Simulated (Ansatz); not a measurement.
# Cu(100) film, 1 layer, flat: channels in plane against thickness

Wanted: in-plane conductance by layer count, from Cu(100) film, 1 layer, flat.

Calculated with Ansatz 0.2.0; Ansatz plane-wave DFT, PBE, PAW files; ballistic transport by layer matching (Landauer), zero bias.

**1. The structure**

The cell holds 1 atom: 1 Cu. Cell: a = 11.000 Å, b = 2.556 Å, c = 2.556 Å, α = 90.0°, β = 90.0°, γ = 90.0°. It derives from Cu. Vacuum lies along a. The structure's axis is c.

**2. With 1 layer**

Vacuum lies along the first vector, which takes one k-point, and the current runs in the film's plane. One period is a perfect wire, so its channels are the result. Energies from -0.27 to 0.27 eV in steps of 0.036 eV cover the slope of the Fermi function at 300 K, so the program can form a conductance.

Contents of input.yaml:

```yaml
crystal:
  lattice:
    - [11.0, 0.0, 0.0]
    - [0.0, 2.5561627297, 0.0]
    - [0.0, 0.0, 2.5561627297]
  atoms:
    - { symbol: Cu, position: [0.4090909091, 0.0, 0.0] }
kpoints:
  mp_grid: { grid: [1, 16, 16] }
hamiltonian:
  xc: pbe
scf:
  occupations: { method: fermi_dirac, width: 0.1 }
output:
  transmission:
    leads: [[0, 0]]
    kmesh: [1, 48]
    e_range: [-0.27, 0.27]
    de: 0.036
```

Launch:

```console
ansatz run input.yaml --threads 4 --pin off --max-ram 8192MiB --backend cpu --events-out ev --progress --plain --runs-dir out
```

Numbers of over 12 decimals in the logs are rounded to 6 here.

Output:

```text
Engine: ansatz 0.2.0, x86_64-unknown-linux-gnu
Pseudopotentials: kind: paw
Pseudopotential: Cu, paw, valence charge 19, recommended cutoff 420 eV (normal), Cu.paw.azcp
Functional definition: PBE
  parameter kappa = 0.804
  parameter beta = 0.066725
  exchange = pbe_x(kappa = kappa, mu = beta*pi^2/3)
  correlation = pbe_c(beta = beta)
Crystal: 1 atoms, lattice volume = 71.874 Å³
Basis set: ecut = 420 eV, 1409 PW (Γ)
Bands: 14, of which v1, the nominal top of the filled ones, is band 10 counted from 1 (9 counted from 0)
Symmetry: 16 space group operations
Space group: P4/mmm (ITA 123), of the structure as read, at distance tolerance 4.2e-5 Å
k-points: 45 of 256
Non-local potential: Cu, projectors of the file, l = 0: 3, l = 1: 2, l = 2: 3, l = 3: 1
PAW form: soft (Blöchl's): semilocal exchange-correlation on the pseudo side does not see the compensation charge
PAW one-centre angular grid: Cu, 590 points (default); XC on 64 Gauss nodes
Initial density: superposition of atomic densities (neutral atoms: chi_scale 0, normalization atom), corrected by the library's trained network
Initial wavefunctions: pseudopotential atomic-orbital guess
Functional: x = pbe(κ = 0.804, μ = 0.219515), c = pbe(β = 0.066725)
SCF iter   1: F=—  HF=-6623.984116 eV  |F-HF|=—  |Δ(HF+E_count)|=         —  Δρ=1.79e-3  dr2=1.89e-3  ethr=1.77e-3  ⟨swp⟩=4.8  Hψ=3080  notcnv=0
preconditioner: auto → LDOS  [metal: Δε(μ)=0.249 eV  Ē_g=8.332 eV  σ=0.100 eV  W_gap=0.42  n_scr=6 (ndim 8)  ℏωp=14.5 eV  f_vac=0.680  D(μ)=0.39/eV (n_scr^D=2)  β→1.0]
SCF iter   2: F=—  HF=-6623.985642 eV  |F-HF|=—  |Δ(HF+E_count)|=   1.53e-3  Δρ=4.74e-3  dr2=9.25e-3  ethr=9.95e-6  ⟨swp⟩=2.7  Hψ=1685  notcnv=0  defer=7
SCF iter   3: F=—  HF=-6623.984223 eV  |F-HF|=—  |Δ(HF+E_count)|=   1.42e-3  Δρ=2.09e-3  dr2=1.79e-3  ethr=9.95e-6  ⟨swp⟩=2.0  Hψ=1228  notcnv=0  defer=7
SCF iter   4: F=—  HF=-6623.983837 eV  |F-HF|=—  |Δ(HF+E_count)|=   3.86e-4  Δρ=5.05e-4  dr2=1.06e-4  ethr=9.42e-6  ⟨swp⟩=2.8  Hψ=866  notcnv=0  defer=7
SCF iter   5: F=—  HF=-6623.983815 eV  |F-HF|=—  |Δ(HF+E_count)|=   2.20e-5  Δρ=6.05e-5  dr2=1.53e-6  ethr=5.60e-7  ⟨swp⟩=2.1  Hψ=814  notcnv=0  defer=7
SCF iter   6: F=—  HF=-6623.983823 eV  |F-HF|=—  |Δ(HF+E_count)|=   8.24e-6  Δρ=1.94e-6  dr2=1.23e-9  ethr=5.26e-10  ⟨swp⟩=2.7  Hψ=1991  notcnv=0
SCF iter   7: F=-6623.983823 eV  HF=-6623.983823 eV  |F-HF|=6.02e-10  |Δ(HF+E_count)|=   3.03e-9  Δρ=1.11e-6  dr2=4.46e-10  ethr=6.47e-12  ⟨swp⟩=1.2  Hψ=1824  notcnv=0
SCF 1 converged in 7 iterations: F = -6623.983823 eV  dr2 = 4.46e-10
  greatest PAW one-centre occupation: 1.000 electrons in one spin orbital (limit 2), on the Cu atom at site 0 (counted from 0), in its partial waves of l = 0
transmission: 12 of 100 steps passed
transmission: 20 of 100 steps passed
[...]
transmission: 100 of 100 steps passed
SCF converged after 7 iterations
Free energy (F): -6623.983823 eV
Harris-Foulkes:  -6623.983823 eV  (|F-HF|=6.02e-10)
Internal energy: -6623.970947 eV  (E = F + TS)
E sigma→0 (E₀):  -6623.977385 eV
Entropy (-TS):   -0.012876 eV (-12.876 meV/atom)
Fermi energy:    -1.419619 eV
--- Per-component energies (eV) ---
  E_band       = -676.929761
  E_kinetic    = 298.718787
  E_local      = -11564.168474  (includes V_loc(G=0)·N_el)
  E_nonlocal   = 398.303026
  E_hartree    = 5384.078908
  E_xc         = -86.323979
  E_vxc        = -111.083144  (∫ρ·V_xc dr)
  E_paw        = -1670.937071  (= ΣΔE_a)
  E_vpaw       = -466.856073  (= ΣTr[D̂ρ^β])
  E_aug_tail   = 0.000297  (compensation charges beyond the density's cutoff)
  E_ewald      = 616.357558
  E_smearing   = -0.012876  (= −TS)
  E_closure    = 0.000000  (closes the sum)
  Σ components = -6623.983823   (vs F -6623.983823, Δ=0.00e0)
--- Band table (eV; the first three rows and the last of 45) ---
  k-point 0: bands = [... 6 lower, -2.8804, -2.2181, -2.2181, -2.0589, -0.0244, 3.0390, 5.0912, 5.8591]
  k-point 1: bands = [... 6 lower, -2.8637, -2.2874, -2.2150, -2.0814, 0.1115, 3.1260, 5.1866, 5.9427]
  k-point 2: bands = [... 6 lower, -2.8156, -2.4581, -2.2062, -2.1449, 0.4854, 3.3873, 5.4711, 6.1938]
  k-point 44: bands = [... 6 lower, -2.9793, -2.2527, -1.6478, 4.8777, 4.8777, 8.0641, 9.4772, 10.4346]
--- Transmission ---
  basis      : 253 plane waves across, 4 finite elements along
  points     : 25, standing for a mesh of 1 x 48
  filling    : by the input's occupations and mesh, since the crystals that have channels conduct as metals do. If one of these is a semiconductor, that mesh has misplaced its level
  energies   : 16 from -0.270000 to 0.270000 eV about the Fermi level, 0.036000 eV apart; the leads are filled to 0.000000 eV, and channels, transmission and decay are at 0.018000 eV
  crystal 0  : Cu1, at the sites [0, 0], period 2.5562 Å: whole cells are its period
    offset         : up to 0.0000 Å between an atom of the period and one for which it stands
    filled         : 8.5 meV under the level at which it is neutral
    channels       : 8.125000e-1 a spin
    conductance    : 2.2381e14 S/m² at 300 K; may be off by some 0.0 % by where its bands' edges are placed, 8.8 % from the k-mesh, 0.0 % from the distance to neutral
    slowest decay  : 0.1755 /Å at (0.0000, 0.4167)
```

It took 26 s on 4 threads of AMD EPYC 9R45, shared host; peak memory 0.72 GiB.

Reading the cycles: dr2 is the Hartree energy of the density residual (eV), the measure of convergence; HF is the Harris–Foulkes estimate of the energy, which meets the free energy F at convergence.

This step gave:

* free energy: -6623.9838 eV
* energy at zero smearing: -6623.9774 eV
* Fermi energy: -1.420 eV
* cell area: 28.12 Å²
* estimated errors of the lead's conductance: 0, 8.8, 0 % (band edges, k-mesh, distance from neutral)
* lead conductance per cell: 0.8122 G₀

Per spin. Table of open channels, zone mean, lead by energy, zero at the Fermi level:

```
energy (eV)  open channels, zone mean, lead
     -0.270                           0.875
     -0.234                           0.792
     -0.198                           0.771
     -0.162                           0.771
     -0.126                           0.812
     -0.090                           0.812
     -0.054                           0.812
     -0.018                           0.812
      0.018                           0.812
      0.054                           0.812
      0.090                           0.812
      0.126                           0.812
      0.162                           0.812
      0.198                           0.812
      0.234                           0.812
      0.270                           0.854
```

The program's largest error estimate for it is 8.8 %, from the k-mesh.

**3. With 2 layers, thickness 3.615 A**

The film grows to 2 layers.

System of this step: Cu(100) film, 2 layers, flat. The cell holds 2 atoms: 2 Cu. Its edges and angles: a = 12.807 Å, b = 2.556 Å, c = 2.556 Å, α = 90.0°, β = 90.0°, γ = 90.0°. It derives from Cu. Vacuum lies along a. The structure's axis is c.

input.yaml, the sections that differ from step 2:

```yaml
crystal:
  lattice:
    - [12.80748, 0.0, 0.0]
    - [0.0, 2.5561627297, 0.0]
    - [0.0, 0.0, 2.5561627297]
  atoms:
    - { symbol: Cu, position: [0.3513571757, 0.0, 0.0] }
    - { symbol: Cu, position: [0.4924840796, 0.5, 0.5] }
# kpoints, hamiltonian, scf, output: as in step 2
```

Output:

```text
[...]
Crystal: 2 atoms, lattice volume = 83.684 Å³
Basis set: ecut = 420 eV, 1655 PW (Γ)
Bands: 23, of which v1, the nominal top of the filled ones, is band 19 counted from 1 (18 counted from 0)
Symmetry: 16 space group operations
[...]
k-points: 45 of 256
[...]
k-point 44: bands = [... 15 lower, -0.1259, 0.4036, 0.4036, 5.2608, 5.2608, 9.6573, 9.6573, 9.8409]
--- Transmission ---
  basis      : 291 plane waves across, 4 finite elements along
  points     : 25, standing for a mesh of 1 x 48
[...]
crystal 0  : Cu2, at the sites [0, 0], period 2.5562 Å: whole cells are its period
[...]
filled         : 11.9 meV over the level at which it is neutral
    channels       : 1.583333e0 a spin
[...]
slowest decay  : 0.1741 /Å at (0.0000, 0.5000)
[key lines of the parts left out:]
SCF converged after 7 iterations
Free energy (F): -13249.134911 eV
Fermi energy:    1.440812 eV
```

The job ended after 45 s (4 threads; peak memory 0.94 GiB).

This step gave:

```yaml
free_energy: -13249.1349 eV
energy_at_zero_smearing: -13249.1239 eV
fermi_energy: 1.441 eV
cell_area: 32.74 Å²
estimated_errors_of_the_lead_s_conductance: 0, 6.2, 0.1 % (band edges, k-mesh, distance from neutral)
lead_conductance_per_cell: 1.582 G₀
```

Per spin. Table of open channels, zone mean, lead by energy, zero at the Fermi level:

```
energy (eV)  open channels, zone mean, lead
     -0.270                             1.5
     -0.234                             1.5
     -0.198                             1.5
     -0.162                             1.5
     -0.126                            1.54
     -0.090                            1.54
     -0.054                            1.58
     -0.018                            1.58
      0.018                            1.58
      0.054                            1.58
      0.090                            1.58
      0.126                            1.58
      0.162                            1.62
      0.198                            1.67
      0.234                            1.67
      0.270                            1.67
```

The lead conductance per cell is 1.58 G₀, 1.9 times the 0.812 G₀ of the last finished run.

**4. With 3 layers, thickness 5.422 A**

The film grows to 3 layers.

System of this step: Cu(100) film, 3 layers, flat. The cell holds 3 atoms: 3 Cu. Cell: a = 14.615 Å, b = 2.556 Å, c = 2.556 Å, α = 90.0°, β = 90.0°, γ = 90.0°. It derives from Cu. Vacuum lies along a. The structure's axis is c.

input.yaml, the sections that differ from step 3:

```yaml
crystal:
  lattice:
    - [14.61496, 0.0, 0.0]
    - [0.0, 2.5561627297, 0.0]
    - [0.0, 0.0, 2.5561627297]
  atoms:
    - { symbol: Cu, position: [0.3079036823, 0.0, 0.0] }
    - { symbol: Cu, position: [0.4315769595, 0.5, 0.5] }
    - { symbol: Cu, position: [0.5552502367, 0.0, 0.0] }
# kpoints, hamiltonian, scf, output: as in step 3
```

Output:

```text
[...]
Crystal: 3 atoms, lattice volume = 95.494 Å³
Basis set: ecut = 420 eV, 1885 PW (Γ)
Bands: 35, of which v1, the nominal top of the filled ones, is band 29 counted from 1 (28 counted from 0)
Symmetry: 16 space group operations
[...]
k-points: 45 of 256
[...]
k-point 44: bands = [... 25 lower, 2.3304, 2.3308, 6.3125, 6.3125, 9.4085, 9.4085, 10.9629, 11.1231, ... 2 higher]
--- Transmission ---
  basis      : 333 plane waves across, 4 finite elements along
  points     : 25, standing for a mesh of 1 x 48
[...]
crystal 0  : Cu3, at the sites [0, 0], period 2.5562 Å: whole cells are its period
[...]
filled         : 9.3 meV over the level at which it is neutral
    channels       : 2.229167e0 a spin
[...]
[key lines of the parts left out:]
SCF converged after 8 iterations
Free energy (F): -19874.317690 eV
Fermi energy:    3.377903 eV
```

Run time: 91 s. Hardware: 4 threads; peak memory 1.2 GiB; 5.7 min of CPU time.

Numbers from this step:

```
free energy                                : -19874.3177 eV
energy at zero smearing                    : -19874.2989 eV
Fermi energy                               : 3.378 eV
cell area                                  : 37.36 Å²
estimated errors of the lead's conductance : 0, 2.7, 0.2 % (band edges, k-mesh, distance from neutral)
lead conductance per cell                  : 2.224 G₀
```

Per spin. The open channels, zone mean, lead by energy, zero at the Fermi level:

| energy (eV) | open channels, zone mean, lead |
| --- | --- |
| -0.270 | 2.19 |
| -0.234 | 2.23 |
| -0.198 | 2.23 |
| -0.162 | 2.23 |
| -0.126 | 2.27 |
| -0.090 | 2.19 |
| -0.054 | 2.23 |
| -0.018 | 2.19 |
| 0.018 | 2.23 |
| 0.054 | 2.27 |
| 0.090 | 2.31 |
| 0.126 | 2.23 |
| 0.162 | 2.27 |
| 0.198 | 2.27 |
| 0.234 | 2.31 |
| 0.270 | 2.27 |

The lead conductance per cell is 2.22 G₀, 41 % over the 1.58 G₀ of the last finished run.

**5. With 4 layers, thickness 7.23 A**

The film grows to 4 layers.

System of this step: Cu(100) film, 4 layers, flat. The cell holds 4 atoms: 4 Cu. Its edges and angles: a = 16.422 Å, b = 2.556 Å, c = 2.556 Å, α = 90.0°, β = 90.0°, γ = 90.0°. It derives from Cu. Vacuum lies along a. The structure's axis is c.

input.yaml, the sections that differ from step 4:

```yaml
crystal:
  lattice:
    - [16.42244, 0.0, 0.0]
    - [0.0, 2.5561627297, 0.0]
    - [0.0, 0.0, 2.5561627297]
  atoms:
    - { symbol: Cu, position: [0.2740153108, 0.0, 0.0] }
    - { symbol: Cu, position: [0.3840769094, 0.5, 0.5] }
    - { symbol: Cu, position: [0.494138508, 0.0, 0.0] }
    - { symbol: Cu, position: [0.6042001067, 0.5, 0.5] }
# kpoints, hamiltonian, scf, output: as in step 4
```

Output:

```text
[...]
Crystal: 4 atoms, lattice volume = 107.304 Å³
Basis set: ecut = 420 eV, 2115 PW (Γ)
Bands: 46, of which v1, the nominal top of the filled ones, is band 38 counted from 1 (37 counted from 0)
Symmetry: 16 space group operations
[...]
k-points: 45 of 256
[...]
k-point 44: bands = [... 34 lower, 3.8362, 3.8362, 7.3508, 7.3508, 9.5852, 9.5852, 12.2925, 12.2925, ... 4 higher]
--- Transmission ---
  basis      : 375 plane waves across, 4 finite elements along
  points     : 25, standing for a mesh of 1 x 48
[...]
crystal 0  : Cu4, at the sites [0, 0], period 2.5562 Å: whole cells are its period
[...]
filled         : 13.3 meV under the level at which it is neutral
    channels       : 2.791667e0 a spin
[...]
[key lines of the parts left out:]
SCF converged after 8 iterations
Free energy (F): -26499.489682 eV
Fermi energy:    4.891419 eV
```

Wall time 2.2 min (4 threads); peak memory 1.6 GiB; 8.2 min of CPU time.

Numbers from this step:

```
free energy                                : -26499.4897 eV
energy at zero smearing                    : -26499.4657 eV
Fermi energy                               : 4.891 eV
cell area                                  : 41.98 Å²
estimated errors of the lead's conductance : 0, 7.6, 0.9 % (band edges, k-mesh, distance from neutral)
lead conductance per cell                  : 2.759 G₀
```

Per spin. Table of open channels, zone mean, lead by energy, zero at the Fermi level:

```csv
energy (eV),"open channels, zone mean, lead"
-0.270,2.71
-0.234,2.67
-0.198,2.67
-0.162,2.71
-0.126,2.62
-0.090,2.62
-0.054,2.67
-0.018,2.71
0.018,2.79
0.054,2.88
0.090,2.83
0.126,3
0.162,3
0.198,3.04
0.234,3.08
0.270,3.12
```

The lead conductance per cell is 2.76 G₀, 24 % over the 2.22 G₀ of the last finished run.

**6. With 5 layers, thickness 9.037 A**

The film grows to 5 layers.

System of this step: Cu(100) film, 5 layers, flat. The cell holds 5 atoms: 5 Cu. Cell: a = 18.230 Å, b = 2.556 Å, c = 2.556 Å, α = 90.0°, β = 90.0°, γ = 90.0°. It derives from Cu. Vacuum lies along a. The structure's axis is c.

input.yaml, the sections that differ from step 5:

```yaml
crystal:
  lattice:
    - [18.22992, 0.0, 0.0]
    - [0.0, 2.5561627297, 0.0]
    - [0.0, 0.0, 2.5561627297]
  atoms:
    - { symbol: Cu, position: [0.2468469417, 0.0, 0.0] }
    - { symbol: Cu, position: [0.3459960329, 0.5, 0.5] }
    - { symbol: Cu, position: [0.4451451241, 0.0, 0.0] }
    - { symbol: Cu, position: [0.5442942152, 0.5, 0.5] }
    - { symbol: Cu, position: [0.6434433064, 0.0, 0.0] }
# kpoints, hamiltonian, scf, output: as in step 5
```

Output:

```text
[...]
Crystal: 5 atoms, lattice volume = 119.114 Å³
Basis set: ecut = 420 eV, 2321 PW (Γ)
Bands: 57, of which v1, the nominal top of the filled ones, is band 48 counted from 1 (47 counted from 0)
Symmetry: 16 space group operations
[...]
k-points: 45 of 256
[...]
k-point 44: bands = [... 44 lower, 5.0343, 8.2778, 8.2778, 9.9762, 9.9762, 12.1499, 12.1499, 13.3690, ... 5 higher]
--- Transmission ---
  basis      : 413 plane waves across, 4 finite elements along
  points     : 25, standing for a mesh of 1 x 48
[...]
crystal 0  : Cu5, at the sites [0, 0], period 2.5562 Å: whole cells are its period
[...]
filled         : 1.7 meV under the level at which it is neutral
    channels       : 3.270833e0 a spin
[...]
[key lines of the parts left out:]
SCF converged after 8 iterations
Free energy (F): -33124.680754 eV
Fermi energy:    6.098218 eV
```

Run time: 3.6 min. Hardware: 4 threads; peak memory 1.9 GiB; 14 min of CPU time.

Numbers from this step:

```yaml
free_energy: -33124.6808 eV
energy_at_zero_smearing: -33124.6527 eV
fermi_energy: 6.098 eV
cell_area: 46.60 Å²
estimated_errors_of_the_lead_s_conductance: 0, 7.5, 0.1 % (band edges, k-mesh, distance from neutral)
lead_conductance_per_cell: 3.275 G₀
```

Per spin. Table of open channels, zone mean, lead by energy, zero at the Fermi level:

```csv
energy (eV),"open channels, zone mean, lead"
-0.270,3.21
-0.234,3.21
-0.198,3.08
-0.162,3.12
-0.126,3.10
-0.090,3.10
-0.054,3.10
-0.018,3.31
0.018,3.27
0.054,3.35
0.090,3.40
0.126,3.44
0.162,3.56
0.198,3.52
0.234,3.52
0.270,3.60
```

The lead conductance per cell is 3.27 G₀, 19 % over the 2.76 G₀ of the last finished run.

**7. Cost and result by level**

Times are for 4 threads of AMD EPYC 9R45, shared host. The series side by side:

```
no.  layers  lead conductance per cell (G₀)     time  memory (GiB)
  1       1                          0.8122     26 s          0.72
  2       2                           1.582     45 s          0.94
  3       3                           2.224     91 s           1.2
  4       4                           2.759  2.2 min           1.6
  5       5                           3.275  3.6 min           1.9
```

The runs together. The open channels, zone mean by energy, zero at the Fermi level:

```csv
energy (eV),1,2,3,4,5
-0.270,0.875,1.5,2.19,2.71,3.21
-0.234,0.792,1.5,2.23,2.67,3.21
-0.198,0.771,1.5,2.23,2.67,3.08
-0.162,0.771,1.5,2.23,2.71,3.12
-0.126,0.812,1.54,2.27,2.62,3.10
-0.090,0.812,1.54,2.19,2.62,3.10
-0.054,0.812,1.58,2.23,2.67,3.10
-0.018,0.812,1.58,2.19,2.71,3.31
0.018,0.812,1.58,2.23,2.79,3.27
0.054,0.812,1.58,2.27,2.88,3.35
0.090,0.812,1.58,2.31,2.83,3.40
0.126,0.812,1.58,2.23,3,3.44
0.162,0.812,1.62,2.27,3,3.56
0.198,0.812,1.67,2.27,3.04,3.52
0.234,0.812,1.67,2.31,3.08,3.52
0.270,0.854,1.67,2.27,3.12,3.60
```

**8. Outcome**

* conductance per cell, 1 layer: 0.812 G₀
* conductance per cell, 2 layers: 1.58 G₀
* conductance per cell, 3 layers: 2.22 G₀
* conductance per cell, 4 layers: 2.76 G₀
* conductance per cell, 5 layers: 3.27 G₀

What this shows: The conductance per cell width goes from 0.812 G0 at 1 to 3.27 G0 at 5 layers. Over the film's own cross-section (layers × spacing × width) the conductance runs from 1.4 to 1.1×10¹⁵ S/m²; that nominal section leaves out the charge that spills into the vacuum, which flatters the thinnest films. The gains from one thickness to the next are 0.77, 0.64, 0.54 and 0.52 G0 per added layer; their spread isn't beyond the error estimates. The film repeats perfectly along the current, so nothing scatters; its faces are clean and not relaxed. The program's error estimates for the conductances, leads' steps apart, run from 2.7 to 8.8 %.

[Logs are printed without paths, hosts, clocks, repeated set-up lines and the standing remarks that a program may print on its own settings, such as how far it seeks lower states.]

[Hosts, paths, dates, database ids (printed as entryN), source tags and the programs' standing remarks are cut or masked in the printed files.]
